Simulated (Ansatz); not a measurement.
# Σ5 (210) boundary in fcc Ir: structure and resistance, part 3 of 3

Aim: the relaxed structure and the specific resistance of the Σ5 (210) boundary in fcc Ir.

Ansatz 0.2.0; Ansatz plane-wave DFT, LDA, PAW files; relaxation of a bicrystal slab with its lowest layers held; PAW set soft_1 (the session's first sound run).

So far. Step 3 (Transmission across the boundary): Over the solved energies the transmission per spin lies between 2.19 and 2.42, out of 4.42 channels of the lead on average (up to 4.55). The log calls the step of a lead's potential too much. Step 4 (Specific resistance): Averaged over the energies near the Fermi level, 51.9 % of the channels pass, which makes 0.446 fΩ m².

## (5) Single-crystal slab for reference

The free faces cost energy too. A single-crystal slab with the same faces and held layers is relaxed, so that they cancel.

This step: Ansatz plane-wave DFT, LDA, PAW files; relaxation of a single-crystal slab with its lowest layers held; PAW set soft_1 (Ansatz 0.2.0).

System of this step: Ir slab, plane (2, 1, 0). The cell holds 22 atoms: 22 Ir. Its edges and angles: a = 4.702 Å, b = 3.839 Å, c = 29.029 Å, α = 90.0°, β = 90.0°, γ = 65.9°. It derives from Ir. Vacuum lies along c.

Contents of input.yaml:

```yaml
crystal:
  lattice:
    - [4.7022854592, 0.0, 0.0]
    - [1.5674284864, 3.5048766455, 0.0]
    - [0.0, 0.0, 29.0288347253]
  atoms:
    - { symbol: Ir, position: [0.4000000001, 0.2999999997, 0.1722425322] }
    - { symbol: Ir, position: [1.0e-10, 0.9999999997, 0.2018171241] }
    - { symbol: Ir, position: [0.6000000001, 0.6999999997, 0.2313917159] }
    - { symbol: Ir, position: [0.2000000001, 0.3999999997, 0.2609663078] }
    - { symbol: Ir, position: [0.8000000001, 0.0999999998, 0.2905408997] }
    - { symbol: Ir, position: [0.4000000001, 0.7999999998, 0.3201154915] }
    - { symbol: Ir, position: [1.0e-10, 0.4999999998, 0.3496900834] }
    - { symbol: Ir, position: [0.6000000001, 0.1999999998, 0.3792646753] }
    - { symbol: Ir, position: [0.2000000001, 0.8999999998, 0.4088392671] }
    - { symbol: Ir, position: [0.8000000001, 0.5999999998, 0.438413859] }
    - { symbol: Ir, position: [0.4000000001, 0.2999999998, 0.4679884508] }
    - { symbol: Ir, position: [0.0, 0.9999999999, 0.4975630427] }
    - { symbol: Ir, position: [0.6, 0.6999999999, 0.5271376346] }
    - { symbol: Ir, position: [0.2, 0.3999999999, 0.5567122264] }
    - { symbol: Ir, position: [0.8, 0.0999999999, 0.5862868183] }
    - { symbol: Ir, position: [0.4, 0.7999999999, 0.6158614102] }
    - { symbol: Ir, position: [0.0, 0.4999999999, 0.645436002] }
    - { symbol: Ir, position: [0.6, 0.1999999999, 0.6750105939] }
    - { symbol: Ir, position: [0.2, 0.9, 0.7045851858] }
    - { symbol: Ir, position: [0.8, 0.6, 0.7341597776] }
    - { symbol: Ir, position: [0.4, 0.3, 0.7637343695] }
    - { symbol: Ir, position: [0.0, 0.0, 0.7933089614] }
kpoints:
  mp_grid: { grid: [7, 7, 1] }
hamiltonian:
  xc: lda
  pseudopotentials: { kind: paw, azcp: { folder: soft_1 }, xc_functional: pbe }
scf:
  occupations: { method: fermi_dirac, width: 0.1 }
relax:
  f_tol: 0.03
  max_steps: 80
  constraints: [{ sites: [0, 1, 2, 3] }]
```

Started as:

```sh
$ ansatz run input.yaml --threads 4 --pin off --max-ram 15360MiB --backend cpu --events-out ev --progress --plain --runs-dir out
```

Numbers of over 12 decimals in the logs are rounded to 6 here.

What it wrote:

```text
Warning: crystal.symmetry: narrowed to the stabiliser of the relax constraints — unitary ops 4 → 2; lowered at sites 0, 1, 2, 3, 18, 19, 20, 21 (the operations that carried what is held of a site onto what its image site leaves free; the constrained walk keeps no symmetry that its constraints do not admit)
[...]
Crystal: 22 atoms, lattice volume = 478.422 Å³
Basis set: ecut = 420 eV, 9349 PW (Γ)
Bands: 225, of which v1, the nominal top of the filled ones, is band 187 counted from 1 (186 counted from 0)
Symmetry: 2 space group operations
k-points: 16 of 49 (time reversal used)
[...]
SCF iter   9: F=-256612.042367 eV  HF=-256612.042378 eV  |F-HF|=1.07e-5  |Δ(HF+E_count)|=   6.68e-6  Δρ=3.59e-5  dr2=1.23e-5  ethr=6.02e-9  ⟨swp⟩=5.0  Hψ=13172  notcnv=0
SCF 1 converged in 9 iterations: F = -256612.042367 eV  dr2 = 1.23e-5
[...]
relax step   1: F+E_penalty+E_count = -256612.04236730 eV  Δ(F+E_penalty+E_count) = +0.000e0 eV  max|allowed force component| = 2.583e0 eV/Å  Δτ_max = 0.0000 Å  (9 SCF iters, dr2 threshold 2.25e-5 eV, accepted)
[...]
SCF iter   6: F=-256612.342586 eV  HF=-256612.342598 eV  |F-HF|=1.26e-5  |Δ(HF+E_count)|=   3.32e-5  Δρ=5.42e-5  dr2=2.53e-5  ethr=2.67e-8  ⟨swp⟩=3.1  Hψ=13491  notcnv=0
SCF 2 converged in 6 iterations: F = -256612.342586 eV  dr2 = 2.53e-5
[...]
relax step   2: F+E_penalty+E_count = -256612.34258560 eV  Δ(F+E_penalty+E_count) = -3.002e-1 eV  max|allowed force component| = 6.440e-1 eV/Å  Δτ_max = 0.1949 Å  (6 SCF iters, dr2 threshold 1.00e-4 eV, accepted)
[...]
SCF iter   6: F=-256612.461687 eV  HF=-256612.461702 eV  |F-HF|=1.51e-5  |Δ(HF+E_count)|=   1.80e-6  Δρ=5.25e-5  dr2=2.47e-5  ethr=6.93e-9  ⟨swp⟩=3.8  Hψ=16603  notcnv=0
SCF 3 converged in 6 iterations: F = -256612.461687 eV  dr2 = 2.47e-5
relax step   3: F+E_penalty+E_count = -256612.46168676 eV  Δ(F+E_penalty+E_count) = -1.191e-1 eV  max|allowed force component| = 1.607e-1 eV/Å  Δτ_max = 0.1918 Å  (6 SCF iters, dr2 threshold 2.59e-5 eV, accepted)
[...]
relax step   4: F+E_penalty+E_count = -256612.47012181 eV  Δ(F+E_penalty+E_count) = -8.435e-3 eV  max|allowed force component| = 8.365e-2 eV/Å  Δτ_max = 0.0375 Å  (7 SCF iters, dr2 threshold 1.61e-6 eV, accepted)
SCF iter   1: F=—  HF=-256612.471945 eV  |F-HF|=—  |Δ(HF+E_count)|=         —  Δρ=6.50e-4  dr2=2.45e-3  ethr=2.29e-5  ⟨swp⟩=3.1  Hψ=6545  notcnv=0  defer=133
[...]
SCF iter   6: F=-256612.470872 eV  HF=-256612.470872 eV  |F-HF|=2.48e-8  |Δ(HF+E_count)|=   3.18e-8  Δρ=2.17e-6  dr2=4.92e-8  ethr=2.67e-11  ⟨swp⟩=5.1  Hψ=12921  notcnv=0
SCF 5 converged in 6 iterations: F = -256612.470872 eV  dr2 = 4.92e-8
relax step   5: F+E_penalty+E_count = -256612.47087154 eV  Δ(F+E_penalty+E_count) = -7.497e-4 eV  max|allowed force component| = 2.825e-2 eV/Å  Δτ_max = 0.0113 Å  (6 SCF iters, accepted)
SCF converged after 6 iterations
Free energy (F): -256612.470872 eV
[...]
Internal energy: -256611.690870 eV  (E = F + TS)
E sigma→0 (E₀):  -256612.080871 eV
Entropy (-TS):   -0.780002 eV (-35.455 meV/atom)
Fermi energy:    14.644331 eV
[...]
--- Forces (eV/Å), atoms counted from 1 ---
  atom   1  Ir    -0.08152792     0.03646039     2.45853651
  atom   2  Ir     0.26887133    -0.12024292     0.04606536
  atom   3  Ir     0.04050632    -0.01811498    -1.37557443
  atom   4  Ir    -0.23513157     0.10515403    -1.11495534
  atom   5  Ir    -0.00552026     0.00246874    -0.02196947
  atom   6  Ir     0.00301319    -0.00134754     0.00542806
  atom   7  Ir     0.00496266    -0.00221937     0.00001487
  atom   8  Ir     0.01064448    -0.00476036     0.00022749
  atom   9  Ir     0.01062502    -0.00475165     0.00226876
  atom  10  Ir     0.00599223    -0.00267981     0.00105708
  atom  11  Ir     0.00762166    -0.00340851     0.00140790
  atom  12  Ir     0.00296604    -0.00132645     0.00031798
  atom  13  Ir    -0.00617063     0.00275959    -0.01324617
  atom  14  Ir    -0.02373547     0.01061483     0.01380645
  atom  15  Ir    -0.01525096     0.00682044    -0.00190442
  atom  16  Ir    -0.02824946     0.01263354    -0.00185011
  atom  17  Ir     0.00729145    -0.00326083     0.00879673
  atom  18  Ir     0.00384794    -0.00172085    -0.00110638
  atom  19  Ir     0.01298152    -0.00580551    -0.00374204
  atom  20  Ir     0.01631940    -0.00729826     0.01523164
  atom  21  Ir     0.01484672    -0.00663966    -0.00177524
  atom  22  Ir    -0.01488013     0.00665459    -0.01701499
  max |Σ_I F_I| component: 2.36e-5 eV/Å
--- Relaxed structure (5 steps of the walk, 5 accepted, 0 SCFs on fresh bases) ---
  F+E_penalty+E_count = -256612.47087154 eV   max|allowed force component| = 2.825e-2 eV/Å
  atoms:
    - { symbol: Ir, position: [0.400000, 0.300000, 0.172243] }
    - { symbol: Ir, position: [1.000000082740371e-10, 1.000000, 0.201817] }
    - { symbol: Ir, position: [0.600000, 0.699999999825, 0.231392] }
    - { symbol: Ir, position: [0.200000, 0.400000, 0.260966] }
    - { symbol: Ir, position: [0.796033, 0.101984, 0.289065] }
    - { symbol: Ir, position: [0.399042, 0.800479, 0.318318] }
    - { symbol: Ir, position: [0.000780669, 0.499610, 0.347412] }
    - { symbol: Ir, position: [0.601000, 0.199500, 0.376896] }
    - { symbol: Ir, position: [0.201595, 0.899203, 0.405923] }
    - { symbol: Ir, position: [0.800550, 0.599725, 0.435226] }
    - { symbol: Ir, position: [0.398817, 0.300591, 0.464537] }
    - { symbol: Ir, position: [-0.00141433, 1.000707, 0.493724] }
    - { symbol: Ir, position: [0.597918, 0.701041, 0.522798] }
    - { symbol: Ir, position: [0.196044, 0.401978, 0.552493] }
    - { symbol: Ir, position: [0.796290, 0.101855, 0.581340] }
    - { symbol: Ir, position: [0.396977, 0.801512, 0.610556] }
    - { symbol: Ir, position: [-0.00397082, 0.501985, 0.640272] }
    - { symbol: Ir, position: [0.600159, 0.199921, 0.668369] }
    - { symbol: Ir, position: [0.201325, 0.899338, 0.697580] }
    - { symbol: Ir, position: [0.785888, 0.607056, 0.729276] }
    - { symbol: Ir, position: [0.389796, 0.305102, 0.755009] }
    - { symbol: Ir, position: [-0.00954779, 0.00477389, 0.779879] }
```

The job ended after 4.9 min (4 threads of Arm Neoverse V1, shared host; peak memory 2.7 GiB; 19 min of CPU time).

Step by step:

```csv
step,energy less that of the first step (eV),largest force component (eV/Å)
1,0.0000,2.5829
2,-0.3002,0.6440
3,-0.4193,0.1607
4,-0.4278,0.0837
5,-0.4285,0.0282
```

The atoms that moved most (Å):

```csv
atom,dx,dy,dz,length
Ir22,-0.037,0.017,-0.390,0.392
Ir21,-0.040,0.018,-0.253,0.257
Ir19,0.005,-0.002,-0.203,0.203
Ir18,0.001,0.000,-0.193,0.193
Ir16,-0.012,0.005,-0.154,0.155
Ir20,-0.055,0.025,-0.142,0.154
Ir17,-0.016,0.007,-0.150,0.151
Ir15,-0.015,0.007,-0.144,0.144
```

Final coordinates:

```cif
data_structure
_symmetry_space_group_name_H-M 'P 1'
_symmetry_Int_Tables_number 1
_cell_length_a 4.7023
_cell_length_b 3.8394
_cell_length_c 29.0288
_cell_angle_alpha 90.000
_cell_angle_beta 90.000
_cell_angle_gamma 65.905
_cell_volume 478.42
loop_
_atom_site_label
_atom_site_type_symbol
_atom_site_fract_x
_atom_site_fract_y
_atom_site_fract_z
_atom_site_occupancy
Ir1 Ir 0.40000 0.30000 0.17224 1
Ir2 Ir 0.00000 0.00000 0.20182 1
Ir3 Ir 0.60000 0.70000 0.23139 1
Ir4 Ir 0.20000 0.40000 0.26097 1
Ir5 Ir 0.79603 0.10198 0.28907 1
Ir6 Ir 0.39904 0.80048 0.31832 1
Ir7 Ir 0.00078 0.49961 0.34741 1
Ir8 Ir 0.60100 0.19950 0.37690 1
Ir9 Ir 0.20159 0.89920 0.40592 1
Ir10 Ir 0.80055 0.59972 0.43523 1
Ir11 Ir 0.39882 0.30059 0.46454 1
Ir12 Ir 0.99859 0.00071 0.49372 1
Ir13 Ir 0.59792 0.70104 0.52280 1
Ir14 Ir 0.19604 0.40198 0.55249 1
Ir15 Ir 0.79629 0.10185 0.58134 1
Ir16 Ir 0.39698 0.80151 0.61056 1
Ir17 Ir 0.99603 0.50199 0.64027 1
Ir18 Ir 0.60016 0.19992 0.66837 1
Ir19 Ir 0.20132 0.89934 0.69758 1
Ir20 Ir 0.78589 0.60706 0.72928 1
Ir21 Ir 0.38980 0.30510 0.75501 1
Ir22 Ir 0.99045 0.00477 0.77988 1
```

Numbers from this step:

```
free energy             : -256612.4709 eV
energy at zero smearing : -256612.0809 eV
Fermi energy            : 14.64 eV
```

The largest force component on a free atom ends at 0.028 eV/Å, under the tolerance of 0.03, after 5 steps.

## (6) Bulk reference

The perfect crystal gives the energy per atom, for the atoms by which bicrystal and slab differ.

This step: Ansatz plane-wave DFT, LDA, PAW files; bulk reference; PAW set soft_1 (Ansatz 0.2.0).

System of this step: Ir. The structure is cubic, space group Fm-3m (No. 225). The conventional cell has a = 3.839 Å, b = 3.839 Å, c = 3.839 Å, α = 90.00°, β = 90.00°, γ = 90.00°. Nearest to Ir lie 12 Ir at 2.71 Å.

input.yaml, the sections that differ from step 5:

```yaml
crystal:
  lattice:
    - [0.0, 1.9197, 1.9197]
    - [1.9197, 0.0, 1.9197]
    - [1.9197, 1.9197, 0.0]
  atoms:
    - { symbol: Ir, position: [0.0, 0.0, 0.0] }
kpoints:
  mp_grid: { grid: [19, 19, 19] }
# hamiltonian, scf: as in step 5
# relax: removed
```

What it wrote:

```text
[...]
Crystal: 1 atoms, lattice volume = 14.149 Å³
Basis set: ecut = 420 eV, 283 PW (Γ)
Bands: 13, of which v1, the nominal top of the filled ones, is band 9 counted from 1 (8 counted from 0)
Symmetry: 48 space group operations
[...]
k-points: 220 of 6859
[...]
SCF iter   1: F=—  HF=-11664.656651 eV  |F-HF|=—  |Δ(HF+E_count)|=         —  Δρ=5.02e-2  dr2=2.60e-1  ethr=3.10e-3  ⟨swp⟩=5.0  Hψ=14710  notcnv=0
[...]
SCF iter   6: F=-11664.557107 eV  HF=-11664.557107 eV  |F-HF|=4.17e-10  |Δ(HF+E_count)|=   1.04e-8  Δρ=3.52e-6  dr2=5.79e-10  ethr=1.97e-10  ⟨swp⟩=1.0  Hψ=8610  notcnv=0
SCF 1 converged in 6 iterations: F = -11664.557107 eV  dr2 = 5.79e-10
[...]
SCF converged after 6 iterations
Free energy (F): -11664.557107 eV
[...]
Internal energy: -11664.522329 eV  (E = F + TS)
E sigma→0 (E₀):  -11664.539718 eV
Entropy (-TS):   -0.034778 eV (-34.778 meV/atom)
Fermi energy:    25.418408 eV
[...]
```

Elapsed: 0.73 s, on 4 threads; peak memory 0.28 GiB.

Numbers from this step:

```yaml
free_energy: -11664.5571 eV
energy_at_zero_smearing: -11664.5397 eV
fermi_energy: 25.42 eV
```

## (7) Boundary energy

This step: Ansatz plane-wave DFT, LDA, PAW files; bicrystal less single-crystal slab less bulk atoms, a boundary area; PAW set soft_1 (Ansatz 0.2.0).

Numbers from this step:

- excess energy of the cell: 2.035 eV
- boundary energy: 1.979 J/m²

The boundary costs 2.0 J/m².

By hand: 2.04 eV / 16.48 Å² × 16.02 = 1.98 J/m².

## (8) Outcome

```json
{
  "specific resistance of the boundary": "0.446 fΩ m²",
  "share of channels that pass": "0.519",
  "boundary energy": "1.98 J/m²"
}
```

**Reading.** The boundary has a specific resistance of 0.45 fΩ m² and an energy of 2.0 J/m². The boundary reflects 48 % of the channels; 0.45 fΩ m² is 4.5×10⁻¹² Ω·cm². In the relaxation the upper grain slid sideways by about 0.7 Å, so the result belongs to the position that it found, not to the starting one. One starting structure was relaxed; another shift or atom count at the boundary may lie lower. Spin-orbit coupling is left out, which matters for Ir. A lead's potential steps by up to 29 meV from period to period, which the log calls too much, so longer leads could move the result.

[Logs are printed without paths, hosts, clocks, repeated set-up lines and the standing remarks that a program may print on its own settings, such as how far it seeks lower states.]

[Hosts, paths, dates, database ids (printed as entryN), source tags and the programs' standing remarks are cut or masked in the printed files.]
